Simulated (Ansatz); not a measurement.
# Ru(102) slab (three-index Miller notation) (32 atoms): surface energy

What is the surface energy of this cell, counted against the bulk crystal, and how far does it hang on functional and mesh?

Calculated with Ansatz 0.2.0: Kohn-Sham DFT, PBE, PAW (set soft_2), plane waves; cutoff 420 eV, fermi-dirac smearing of 0.1 eV. Cutoffs: 420 eV for PBE and PBEsol; 500 eV for r2SCAN.

**The cells**

The cell holds 32 atoms: 32 Ru. Cell: a = 6.914 Å, b = 5.430 Å, c = 26.606 Å, α = 90.0°, β = 90.0°, γ = 66.9°. It derives from Ru. The starting structure: Slab of Ru cut on (1 0 2), 11.6 Å thick, 1 x 2 surface cells, both faces free, 15 Å of vacuum; not relaxed. Lattice constants are starting values near those of PBE. Vacuum lies along c.

The bulk reference is Ru2 in a cell of 2 atoms, 13.661 Å³ an atom.

The input of the single point on the relaxed cell:

```yaml
crystal:
  lattice:
    - [6.91399, 0.0, 0.0]
    - [2.13226, 4.99383, 0.0]
    - [0.0, 0.0, 26.606]
  atoms:
    - { symbol: Ru, position: [0.54727, 0.22643, 0.28504] }
    - { symbol: Ru, position: [0.13837, 0.43089, 0.3051] }
    - { symbol: Ru, position: [0.81649, 0.34168, 0.33861] }
    - { symbol: Ru, position: [0.40978, 0.04518, 0.35976] }
    [... 26 atom lines left out ...]
    - { symbol: Ru, position: [0.46092, 0.51947, 0.6949] }
    - { symbol: Ru, position: [0.05202, 0.72392, 0.71496] }
kpoints:
  mp_grid: { grid: [6, 7, 1] }
hamiltonian:
  xc: pbe
scf:
  occupations: { method: fermi_dirac, width: 0.1 }
output:
  forces: true
  populations: true
  dos:
    method: { smearing: { sigma: 0.08 } }
    de: 0.1
    projected: { site_lists: { Ru: [Ru] } }
  eigenvalues: true
  write_density: true
  write_potential: true
  volumetric_format: npy
```

| cell | formula | k-mesh | relaxation steps | gain on relaxing (eV) | free energy, PBE (eV) | time of its runs on this page |
| --- | --- | --- | --- | --- | --- | --- |
| Ru(102) slab (three-index Miller notation) | Ru32 | 6×7×1 (relaxed on 4×5×1) | 5 | 0.64 | -188104.979 | 71 s |
| bulk Ru | Ru2 | 23×23×13 | - | - | -11757.403 | 29 s |

**Surface energy**

The excess is the cell's free energy less 16 times that of the bulk cell. It is divided by twice the area, as the cell holds two faces, so the value is their mean, and they need not be alike (34.53 Å²), with 1 eV/Å² = 16.022 J/m².

```
           level  k-mesh  excess (eV)  surface energy (J/m²)  per area (meV/Å²)
             PBE   6×7×1       13.474                  3.126              195.1
PBE, denser mesh   7×9×1       13.458                  3.123              194.9
          r2SCAN   6×7×1       14.601                  3.388              211.4
          PBEsol   6×7×1       15.544                  3.607              225.1
```

Worked for the first row at PBE: (-188104.979) − 16 × (-11757.403) = 13.474 eV (from unrounded energies).

Then 13.474 / (2 × 34.53) × 16.022 = 3.126 J/m².

**Neighbours**

Bonds by pair of elements; cutoffs follow the first minimum of g(r), held within bounds set by covalent radii, and pairs that aren't listed don't count as bonded:

```csv
pair A-B,cutoff (Å),bonds,mean length (Å),spread (Å),shortest (Å),B about A,A about B
Ru-Ru,3.12,172,2.67,0.054,2.56,10.8,10.8
```

How many atoms have how many bonded neighbours:

```csv
element,mean,7,8,11,12
Ru,10.8,4,4,4,20
```

**Findings**

At PBE the surface energy is 3.13 J/m². At the same geometries the levels give 3.13 (PBE) to 3.61 J/m² (PBEsol) and the denser mesh leaves it within 0.01 J/m². Relaxing the atoms lowered it by 0.147 J/m² from the start (on the 4×5×1 mesh of the relaxation), and the farthest atom moved 0.09 Å. By these cutoffs 12 of 32 Ru atoms differ from the commonest count of 12.

Limits: The cell edges were held, so the lattice is the typed one for every functional. Cell and bulk are sampled on unlike meshes, and the error grows with the number of atoms subtracted. These are free energies under a smearing of 0.1 eV, whose entropy term isn't removed. In some runs the program notes that positions were snapped to a detected symmetry and the exchange-correlation potential is rough where the density is thin.

[Logs are printed without paths, hosts, clocks, repeated set-up lines and the standing remarks that a program may print on its own settings, such as how far it seeks lower states.]

[Hosts, paths, dates, database ids (printed as entryN), source tags and the programs' standing remarks are cut or masked in the printed files.]
